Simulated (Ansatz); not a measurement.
# Elastic response of glassy 80GeO2-20CaO (mol %) (98 atoms), part 3 of 4

How stiff is glassy 80GeO2-20CaO (mol %) (98 atoms), and how do its levels respond to strain?

Ansatz 0.2.0; Kohn-Sham DFT, PBE, PAW (set soft_2), plane waves.

The cell: 28 Ge, 7 Ca and 63 O. The quench rate of 50 K/ps is orders of magnitude faster than experiment. The starting topology of bonds comes from the classical model. Only the Γ point is sampled.

So far. Step 6 (Volume +3 %): The relaxation converged after 10 steps, 0.336 eV below its start, with a largest force component of 0.017 eV/Å. Step 6 (Volume +3 %): Volume +3 %: the energy stands 0.162 eV above that of the reference, at a pressure of -1.16 GPa.

## Step 7: Volume -6 %

The relaxed cell is scaled to another volume.

File input.yaml:

```yaml
crystal:
  lattice:
    - [11.04248, 0.02163, -0.23913]
    - [0.02163, 11.04577, 0.3241]
    - [-0.23913, 0.3241, 11.16277]
  atoms:
    [... the 98 atom lines of step 4 ...]
kpoints:
  mp_grid: { grid: [1, 1, 1] }
hamiltonian:
  xc: pbe
scf:
  occupations: { method: fixed }
output:
  forces: true
  eigenvalues: true
  stress: true
relax:
  f_tol: 0.05
  max_steps: 70
```

Started as:

```bash
$ ansatz run input.yaml --threads 4 --pin off --max-ram 8192MiB --backend cpu --events-out ev --progress --plain --runs-dir out
```

Numbers of over 12 decimals in the logs are rounded to 6 here.

Log:

```text
[...]
Crystal: 98 atoms, lattice volume = 1359.753 Å³
Basis set: ecut = 420 eV, 26569 PW (Γ), exchange–correlation on 150×150×150 points (8 copies of the dense FFT grid, shifted against one another)
Bands: 518, of which v1, the nominal top of the filled ones, is band 420 counted from 1 (419 counted from 0)
Symmetry: 1 space group operations
[...]
k-points: 1
[...]
SCF iter   1: F=—  HF=-168739.462331 eV  |F-HF|=—  |Δ(HF+E_count)|=         —  Δρ=2.45e-3  dr2=9.16e-2  ethr=1.77e-3  ⟨swp⟩=5.0  Hψ=1692  notcnv=0  defer=95
[...]
SCF iter   5: F=—  HF=-168739.475225 eV  |F-HF|=—  |Δ(HF+E_count)|=   6.85e-5  Δρ=9.87e-5  dr2=1.26e-4  ethr=4.78e-8  ⟨swp⟩=2.0  Hψ=661  notcnv=0  defer=96
SCF iter   6: F=-168739.475238 eV  HF=-168739.475236 eV  |F-HF|=2.30e-6  |Δ(HF+E_count)|=   1.15e-5  Δρ=2.87e-5  dr2=1.11e-5  ethr=7.44e-9  ⟨swp⟩=12.0  Hψ=3053  notcnv=0
SCF 1 converged in 6 iterations: F = -168739.475238 eV  dr2 = 1.11e-5
[...]
relax step   1: F+E_penalty+E_count = -168739.47523834 eV  Δ(F+E_penalty+E_count) = +0.000e0 eV  max|allowed force component| = 1.227e0 eV/Å  Δτ_max = 0.0000 Å  (6 SCF iters, dr2 threshold 6.25e-5 eV, accepted)
[...]
relax step   2: F+E_penalty+E_count = -168740.48358776 eV  Δ(F+E_penalty+E_count) = -1.008e0 eV  max|allowed force component| = 5.458e-1 eV/Å  Δτ_max = 0.1045 Å  (7 SCF iters, dr2 threshold 9.40e-5 eV, accepted)
[...]
relax step   3: F+E_penalty+E_count = -168740.92711237 eV  Δ(F+E_penalty+E_count) = -4.435e-1 eV  max|allowed force component| = 2.544e-1 eV/Å  Δτ_max = 0.1175 Å  (7 SCF iters, dr2 threshold 1.86e-5 eV, accepted)
relax step   4: F+E_penalty+E_count = -168740.89926681 eV  Δ(F+E_penalty+E_count) = +2.785e-2 eV  max|allowed force component| = 9.911e-1 eV/Å  Δτ_max = 0.1817 Å  (8 SCF iters, dr2 threshold 1.28e-5 eV, rejected (line search))
relax step   5: F+E_penalty+E_count = -168741.05155139 eV  Δ(F+E_penalty+E_count) = -1.244e-1 eV  max|allowed force component| = 1.826e-1 eV/Å  Δτ_max = 0.0873 Å  (10 SCF iters, accepted)
relax step   6: F+E_penalty+E_count = -168741.09519597 eV  Δ(F+E_penalty+E_count) = -4.364e-2 eV  max|allowed force component| = 8.342e-2 eV/Å  Δτ_max = 0.1000 Å  (7 SCF iters, dr2 threshold 7.24e-6 eV, accepted)
relax step   7: F+E_penalty+E_count = -168741.12095964 eV  Δ(F+E_penalty+E_count) = -2.576e-2 eV  max|allowed force component| = 1.923e-1 eV/Å  Δτ_max = 0.1469 Å  (10 SCF iters, accepted)
relax step   8: F+E_penalty+E_count = -168741.13319372 eV  Δ(F+E_penalty+E_count) = -1.223e-2 eV  max|allowed force component| = 1.357e-1 eV/Å  Δτ_max = 0.0589 Å  (7 SCF iters, dr2 threshold 7.72e-6 eV, accepted)
relax step   9: F+E_penalty+E_count = -168741.09212555 eV  Δ(F+E_penalty+E_count) = +4.107e-2 eV  max|allowed force component| = 2.372e-1 eV/Å  Δτ_max = 0.2000 Å  (8 SCF iters, dr2 threshold 9.16e-6 eV, rejected (line search))
relax step  10: F+E_penalty+E_count = -168741.15109767 eV  Δ(F+E_penalty+E_count) = -1.790e-2 eV  max|allowed force component| = 1.065e-1 eV/Å  Δτ_max = 0.0974 Å  (10 SCF iters, accepted)
relax step  11: F+E_penalty+E_count = -168741.15930684 eV  Δ(F+E_penalty+E_count) = -8.209e-3 eV  max|allowed force component| = 6.643e-2 eV/Å  Δτ_max = 0.1000 Å  (7 SCF iters, dr2 threshold 5.64e-6 eV, accepted)
relax step  12: F+E_penalty+E_count = -168741.15728803 eV  Δ(F+E_penalty+E_count) = +2.019e-3 eV  max|allowed force component| = 6.336e-2 eV/Å  Δτ_max = 0.0625 Å  (9 SCF iters, rejected (line search))
[...]
relax step  13: F+E_penalty+E_count = -168741.16422935 eV  Δ(F+E_penalty+E_count) = -4.923e-3 eV  max|allowed force component| = 2.299e-2 eV/Å  Δτ_max = 0.0310 Å  (9 SCF iters, accepted)
SCF converged after 9 iterations
Free energy (F): -168741.164229 eV
[...]
Internal energy: -168741.164229 eV  (E = F + TS)
E sigma→0 (E₀):  -168741.164229 eV
Fermi energy:    5.393475 eV
[...]
Σ components = -168741.164229   (vs F -168741.164229, Δ=0.00e0)
--- Forces (eV/Å), atoms counted from 1 ---
  atom   1  Ge    -0.00329281     0.00664588     0.00058632
  atom   2  Ge     0.00244937     0.00933356     0.00514367
  atom   3  Ge     0.00176600     0.00456645     0.00162268
  atom   4  Ge    -0.00627311     0.00688709     0.00542644
[...]
atom  98  O      0.00270102    -0.00034068    -0.00121704
  max |Σ_I F_I| component: 4.98e-5 eV/Å
--- Stress (GPa, compression-positive) ---
        2.895151       0.035769       0.316967
        0.035769       2.990111       0.304899
        0.316967       0.304899       2.425039
  P = ⅓ Tr σ = 2.7701 GPa (27.701 kbar)
--- Band table (eV) ---
[...]
--- Relaxed structure (13 steps of the walk, 10 accepted, 0 SCFs on fresh bases) ---
  F+E_penalty+E_count = -168741.16422935 eV   max|allowed force component| = 2.299e-2 eV/Å
  atoms:
    - { symbol: Ge, position: [0.620383, 0.500496, 0.107746] }
    - { symbol: Ge, position: [0.341085, 0.911657, 0.595065] }
    - { symbol: Ge, position: [0.921701, 0.718703, 0.466190] }
    - { symbol: Ge, position: [0.322566, 0.414843, 0.811518] }
[...]
- { symbol: O, position: [0.589793, 0.136223, 0.113547] }
```

The job ended after 4.5 min (4 threads of Arm Neoverse V2, shared host; peak memory 2 GiB; 17 min of CPU time).

The relaxation converged after 13 steps, 1.69 eV below its start, with a largest force component of 0.023 eV/Å.

Volume -6 %: the energy stands 0.676 eV above that of the reference, at a pressure of 2.77 GPa.

## Step 8: Volume +6 %

The relaxed cell is scaled to another volume.

Input and log are left out; they have the form of those shown for this kind of step.

The job ended after 3.3 min (4 threads of Arm Neoverse V2, shared host; peak memory 2.2 GiB; 13 min of CPU time).

The relaxation converged after 9 steps, 1.25 eV below its start, with a largest force component of 0.033 eV/Å.

Volume +6 %: the energy stands 0.621 eV above that of the reference, at a pressure of -2.18 GPa.

## Step 9: Volume -10 %

The relaxed cell is scaled to another volume.

Input and log are left out; they have the form of those shown for this kind of step.

It took 3.9 min on 4 threads of Arm Neoverse V2, shared host; peak memory 1.9 GiB.

The relaxation converged after 11 steps, 4.98 eV below its start, with a largest force component of 0.032 eV/Å.

Volume -10 %: the energy stands 2.12 eV above that of the reference, at a pressure of 5.30 GPa.

## Step 10: Stretched by 1 % along x

The relaxed cell is strained along x alone, which gives the stiffness along x and its coupling to y and z.

input.yaml, the sections that differ from step 7:

```yaml
crystal:
  lattice:
    - [11.38533, 0.02208, -0.24411]
    - [0.0223, 11.27596, 0.33085]
    - [-0.24655, 0.33085, 11.39539]
  atoms:
    [... the 98 atom lines of step 4 ...]
# kpoints, hamiltonian, scf, output, relax: as in step 7
```

Log:

```text
[...]
Crystal: 98 atoms, lattice volume = 1461.012 Å³
Basis set: ecut = 420 eV, 28521 PW (Γ), exchange–correlation on 160×160×160 points (8 copies of the dense FFT grid, shifted against one another)
Bands: 518, of which v1, the nominal top of the filled ones, is band 420 counted from 1 (419 counted from 0)
Symmetry: 1 space group operations
[...]
k-points: 1
[...]
SCF iter   1: F=—  HF=-168741.710200 eV  |F-HF|=—  |Δ(HF+E_count)|=         —  Δρ=2.54e-3  dr2=1.09e-1  ethr=1.77e-3  ⟨swp⟩=5.0  Hψ=1677  notcnv=0  defer=95
[...]
SCF iter   6: F=-168741.720676 eV  HF=-168741.720673 eV  |F-HF|=2.85e-6  |Δ(HF+E_count)|=   1.67e-5  Δρ=3.38e-5  dr2=1.64e-5  ethr=7.44e-9  ⟨swp⟩=12.0  Hψ=3067  notcnv=0
SCF 1 converged in 6 iterations: F = -168741.720676 eV  dr2 = 1.64e-5
[...]
relax step   1: F+E_penalty+E_count = -168741.72067556 eV  Δ(F+E_penalty+E_count) = +0.000e0 eV  max|allowed force component| = 4.557e-1 eV/Å  Δτ_max = 0.0000 Å  (6 SCF iters, dr2 threshold 6.25e-5 eV, accepted)
[...]
relax step   2: F+E_penalty+E_count = -168741.77346689 eV  Δ(F+E_penalty+E_count) = -5.279e-2 eV  max|allowed force component| = 2.318e-1 eV/Å  Δτ_max = 0.0320 Å  (6 SCF iters, dr2 threshold 1.30e-5 eV, accepted)
[...]
relax step   3: F+E_penalty+E_count = -168741.79322556 eV  Δ(F+E_penalty+E_count) = -1.976e-2 eV  max|allowed force component| = 5.669e-2 eV/Å  Δτ_max = 0.0280 Å  (7 SCF iters, dr2 threshold 3.36e-6 eV, accepted)
relax step   4: F+E_penalty+E_count = -168741.75482010 eV  Δ(F+E_penalty+E_count) = +3.841e-2 eV  max|allowed force component| = 2.501e-1 eV/Å  Δτ_max = 0.0932 Å  (10 SCF iters, rejected (line search))
relax step   5: F+E_penalty+E_count = -168741.79864946 eV  Δ(F+E_penalty+E_count) = -5.424e-3 eV  max|allowed force component| = 5.997e-2 eV/Å  Δτ_max = 0.0332 Å  (9 SCF iters, accepted)
relax step   6: F+E_penalty+E_count = -168741.79553021 eV  Δ(F+E_penalty+E_count) = +3.119e-3 eV  max|allowed force component| = 7.325e-2 eV/Å  Δτ_max = 0.1000 Å  (9 SCF iters, rejected (line search))
[...]
relax step   7: F+E_penalty+E_count = -168741.80023103 eV  Δ(F+E_penalty+E_count) = -1.582e-3 eV  max|allowed force component| = 3.933e-2 eV/Å  Δτ_max = 0.0340 Å  (9 SCF iters, accepted)
SCF converged after 9 iterations
Free energy (F): -168741.800231 eV
[...]
Internal energy: -168741.800231 eV  (E = F + TS)
E sigma→0 (E₀):  -168741.800231 eV
Fermi energy:    4.574096 eV
[...]
--- Forces (eV/Å), atoms counted from 1 ---
  atom   1  Ge     0.01338019     0.00122433    -0.02327376
  atom   2  Ge     0.01624744    -0.01067178     0.00339371
  atom   3  Ge     0.00407760    -0.00000110     0.00103482
  atom   4  Ge     0.00949169    -0.00235701    -0.00366398
  atom   5  Ge     0.01042869     0.01477803     0.01549864
  atom   6  Ge     0.00077684    -0.01818415     0.00012800
  atom   7  Ge    -0.00085382     0.00170614    -0.00334726
  atom   8  Ge     0.01297138    -0.00414672     0.01522555
  atom   9  Ge    -0.00347566    -0.00152212    -0.00091830
  atom  10  Ge    -0.00202072     0.00831962    -0.01377418
  atom  11  Ge     0.00291375     0.00122820     0.01223367
  atom  12  Ge    -0.00531511    -0.00154349     0.00783184
  atom  13  Ge    -0.00480832    -0.00282228    -0.00372371
  atom  14  Ge    -0.01220353     0.00225073     0.00354558
[...]
atom  97  O     -0.00066405    -0.00046179    -0.00631239
  atom  98  O     -0.00202756     0.00485527    -0.00236301
  max |Σ_I F_I| component: 3.97e-5 eV/Å
--- Stress (GPa, compression-positive) ---
       -0.761220      -0.043651      -0.022880
       -0.043651      -0.288240       0.028442
       -0.022880       0.028442      -0.164036
  P = ⅓ Tr σ = -0.4045 GPa (-4.045 kbar)
--- Band table (eV) ---
[...]
--- Relaxed structure (7 steps of the walk, 5 accepted, 0 SCFs on fresh bases) ---
  F+E_penalty+E_count = -168741.80023103 eV   max|allowed force component| = 3.933e-2 eV/Å
  atoms:
    - { symbol: Ge, position: [0.619806, 0.503392, 0.100904] }
    - { symbol: Ge, position: [0.356908, 0.937502, 0.567959] }
    - { symbol: Ge, position: [0.939799, 0.723122, 0.467745] }
    - { symbol: Ge, position: [0.321315, 0.396839, 0.810386] }
[...]
- { symbol: O, position: [0.585053, 0.123391, 0.130561] }
```

Wall time 2.8 min (4 threads); peak memory 2.2 GiB; 11 min of CPU time.

The relaxation converged after 7 steps, 0.0796 eV below its start, with a largest force component of 0.039 eV/Å.

Stretched by 1 % along x: the energy stands 0.0401 eV above that of the reference, at a pressure of -0.404 GPa.

(Part 3 of 4 ends here.)

[Logs are printed without paths, hosts, clocks, repeated set-up lines and the standing remarks that a program may print on its own settings, such as how far it seeks lower states.]

[Hosts, paths, dates, database ids (printed as entryN), source tags and the programs' standing remarks are cut or masked in the printed files.]
